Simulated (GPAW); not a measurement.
# Ballistic transport through a Sn chain with one Pt atom in line, from relaxation to T(E), part 2 of 2

How well does a Sn chain with one Pt atom in line conduct once its atoms have relaxed, and how much do cheaper levels lose?

GPAW 26.7.0; GPAW LCAO, PAW setups; relaxation of the junction within the symmetry of its start, lead ends held (the session's first sound run).

So far, transmission at the Fermi level (one spin): step 3 (double-zeta polarised basis, PBE, GPAW) 2.26; step 4 (single-zeta polarised basis, PBE, GPAW) 2.28; step 5 (minimal basis, PBE, GPAW) 2.40; step 6 (RPBE in the dzp basis: xc = "RPBE") 2.25; step 7 (without the relaxation: geometry = "as built", PBE, GPAW) 2.20.

## Step 10: Functional revPBE: xc = "revPBE"

The functional moves levels against the Fermi level.

This step: GPAW LCAO, PAW setups; Landauer transmission from Green's functions with principal layers (ASE), zero bias (GPAW 26.7.0).

Contents of run.py:

```python
import json
import numpy as np
from ase import Atoms
from ase.transport.calculators import TransportCalculator
from gpaw import GPAW, FermiDirac
from gpaw.lcao.tools import get_lcao_hamiltonian
from scipy.linalg import eigh

# The junction with lead layers at both ends, along the third cell vector
device = Atoms(
    ['Sn', 'Sn', 'Sn', 'Sn', 'Sn', 'Sn', 'Pt', 'Sn', 'Sn', 'Sn', 'Sn', 'Sn', 'Sn'],
    positions=[
        [4.50000, 4.50000, 1.37500],
        [4.50000, 4.50000, 4.12500],
        [4.50000, 4.50000, 6.87500],
        [4.50000, 4.50000, 9.62500],
        [4.50000, 4.50000, 12.37500],
        [4.50000, 4.50000, 15.14983],
        [4.50000, 4.50000, 17.67120],
        [4.50000, 4.50000, 20.19257],
        [4.50000, 4.50000, 22.96740],
        [4.50000, 4.50000, 25.71740],
        [4.50000, 4.50000, 28.46740],
        [4.50000, 4.50000, 31.21740],
        [4.50000, 4.50000, 33.96740]],
    cell=[[9.0, 0.0, 0.0], [0.0, 9.0, 0.0], [0.0, 0.0, 35.3424]],
    pbc=True)

# One principal layer of the lead: the first 3 atoms of the device
lead = Atoms(
    ['Sn', 'Sn', 'Sn'],
    positions=[
        [4.50000, 4.50000, 1.37500],
        [4.50000, 4.50000, 4.12500],
        [4.50000, 4.50000, 6.87500]],
    cell=[[9.0, 0.0, 0.0], [0.0, 9.0, 0.0], [0.0, 0.0, 8.25]],
    pbc=True)

settings = dict(mode='lcao', basis='dzp', xc='revPBE', h=0.2,
                occupations=FermiDirac(0.1), maxiter=250,
                mixer=dict(beta=0.1, nmaxold=8, weight=100.0),
                convergence=dict(density=0.0001))
energies = np.arange(-2, 2 + 1e-9, 0.025)
eta = 0.0001
n1, n2 = 1, 1
# k and -k transmit alike, so half of the mesh across the current serves
mesh = [(i, j) for i in range(n1) for j in range(n2) if (i, j) <= (-i % n1, -j % n2)]
weights = np.array([1 if (i, j) == (-i % n1, -j % n2) else 2 for i, j in mesh]) / (n1 * n2)

# [... helper functions left out ...]
fermi_lead = ground_state(lead, (1, 1, 14), 'lead.txt')
fermi_device = ground_state(device, (1, 1, 2), 'device.txt')
# [... loop over the mesh left out, but for ...]
        # Shift the lead onto the potential of the device's first layer
        shift = ((H[:, 0, 0] - H0[:, 0, 0]) / S0[0, 0]).real.mean()
# [...]
kT = 8.617333e-5 * 300
bias = [0.1, 0.2, 0.5, 1.0, 1.5, 2.0]
# [... integrals and printing left out ...]
```

The run is started by

```console
OMP_NUM_THREADS=1 OPENBLAS_NUM_THREADS=1 python run.py
```

Wall time 76 s (1 thread of Arm Neoverse V1, shared host); peak memory 1.2 GiB.

Numbers from this step:

- conductance: 2.237 G₀
- thermopower: -1.851 μV/K
- largest coupling past the next principal layer: 3.82e-7 eV
- largest misfit of the first principal layer: 0.02562 eV
- shift that aligns the lead: 0.02106 eV
- transmission at the Fermi level (one spin): 2.243

One spin. Table of transmission, zone mean by energy, zero at the Fermi level:

energy (eV), transmission, zone mean and a bar:
```
   -2.000       0.99 ###########
   -1.900       0.99 ###########
   -1.800       0.98 ###########
   -1.700       0.98 ###########
   -1.600       0.99 ###########
   -1.500       0.99 ###########
   -1.400       0.99 ###########
   -1.300       1.00 ###########
   -1.200       1.00 ###########
   -1.100       0.99 ###########
   -1.000       0.95 ##########
   -0.900       0.76 ########
   -0.800       0.22 
   -0.700       0.25 
   -0.600       0.73 #######
   -0.500       1.17 #############
   -0.400       1.51 ##################
   -0.300       1.79 ######################
   -0.200       2.01 #########################
   -0.100       2.16 ############################
    0.000       2.24 #############################
    0.100       2.27 #############################
    0.200       2.27 #############################
    0.300       2.26 #############################
    0.400       2.26 #############################
    0.500       2.27 #############################
    0.600       2.28 #############################
    0.700       2.30 ##############################
    0.800       2.32 ##############################
    0.900       2.33 ##############################
    1.000       2.34 ##############################
    1.100       2.33 ##############################
    1.200       2.32 ##############################
    1.300       2.31 ##############################
    1.400       2.31 ##############################
    1.500       2.31 ##############################
    1.600       2.31 ##############################
    1.700       2.31 ##############################
    1.800       2.31 ##############################
    1.900       2.31 ##############################
    2.000       2.29 #############################
```

Not self-consistent under bias; the bias window is split evenly. Table of current through one cell, from the zero-bias transmission by bias:

```tsv
bias (V)	current through one cell, from the zero-bias transmission (μA)
0.100	17.3
0.200	34.5
0.500	84.6
1.000	159
1.500	215
2.000	272
```

Transmission of the three most open eigenchannels against energy, zero at the Fermi level:

```tsv
energy (eV)	channel 1	channel 2	channel 3
-2.000	0.990	0	0
-1.900	0.987	0	0
-1.800	0.985	0	0
-1.700	0.984	0	0
-1.600	0.985	0	0
-1.500	0.988	0	0
-1.400	0.992	0	0
-1.300	0.996	0	0
-1.200	0.999	0	0
-1.100	0.993	0	0
-1.000	0.948	0	0
-0.900	0.755	0	0
-0.800	0.222	1.5e-8	1.5e-8
-0.700	0.110	0.110	0.0299
-0.600	0.286	0.224	0.224
-0.500	0.474	0.348	0.348
-0.400	0.581	0.464	0.464
-0.300	0.645	0.571	0.571
-0.200	0.686	0.661	0.661
-0.100	0.723	0.723	0.713
0.000	0.755	0.755	0.733
0.100	0.763	0.763	0.747
0.200	0.758	0.758	0.757
0.300	0.764	0.750	0.750
0.400	0.770	0.745	0.745
0.500	0.774	0.747	0.747
0.600	0.776	0.754	0.754
0.700	0.778	0.763	0.763
0.800	0.779	0.771	0.771
0.900	0.780	0.776	0.776
1.000	0.781	0.777	0.777
1.100	0.781	0.775	0.775
1.200	0.781	0.771	0.771
1.300	0.780	0.767	0.767
1.400	0.780	0.764	0.764
1.500	0.788	0.763	0.763
1.600	0.782	0.763	0.763
1.700	0.781	0.764	0.764
1.800	0.781	0.764	0.764
1.900	0.781	0.762	0.762
2.000	0.781	0.757	0.757
```

The conductance, 2.24 G₀, lies 0.7 % below that of the dzp run.

## Step 11: Results

```yaml
conductance: 2.25 G₀
transmission_at_the_fermi_level_mean_of_the_spins: 2.26
thermopower: -1.82 μV/K
```

**Reading.** In the dzp basis the junction conducts 2.25 G₀ at 300 K, with T = 2.26 a spin at the Fermi level; the sz basis reaches that conductance within 10 %. Relaxation moved atoms by up to 0.025 Å and took the conductance from 2.19 to 2.25 G₀, as a ratio a smaller change than the step from dzp to the minimal basis. At the Fermi level the three most open eigenchannels pass 0.76, 0.76 and 0.74. Measured against the first run (dzp), the nearest curve is that of dzp-RPBE (r.m.s. 0.013) and the farthest that of sz (0.14). Over the compared runs wall time goes from 39 s (sz) to 77 s (dzp-RPBE), on a shared host. The leads kept an estimated spacing and the cell its length, so the junction may be under some tension or compression. The geometry comes from the orbital basis, which tends to overbind, and kept the symmetry of the start, so a structure of lower symmetry may lie lower. The run had no spin polarisation, so a magnetic state, which chains and small molecules with open shells often have, wasn't tested. Spin-orbit coupling is left out, which matters for the heavy atoms here. An evenly spaced straight chain is an idealisation: free chains tend to dimerise, zigzag or, where a band edge lies near the Fermi level, turn magnetic. The currents use the zero-bias T(E) throughout, which holds only while the bias is small against the distance to the nearest feature.

[Logs are printed without paths, hosts, clocks, repeated set-up lines and the standing remarks that a program may print on its own settings, such as how far it seeks lower states.]

[Hosts, paths, dates, database ids (printed as entryN), source tags and the programs' standing remarks are cut or masked in the printed files.]
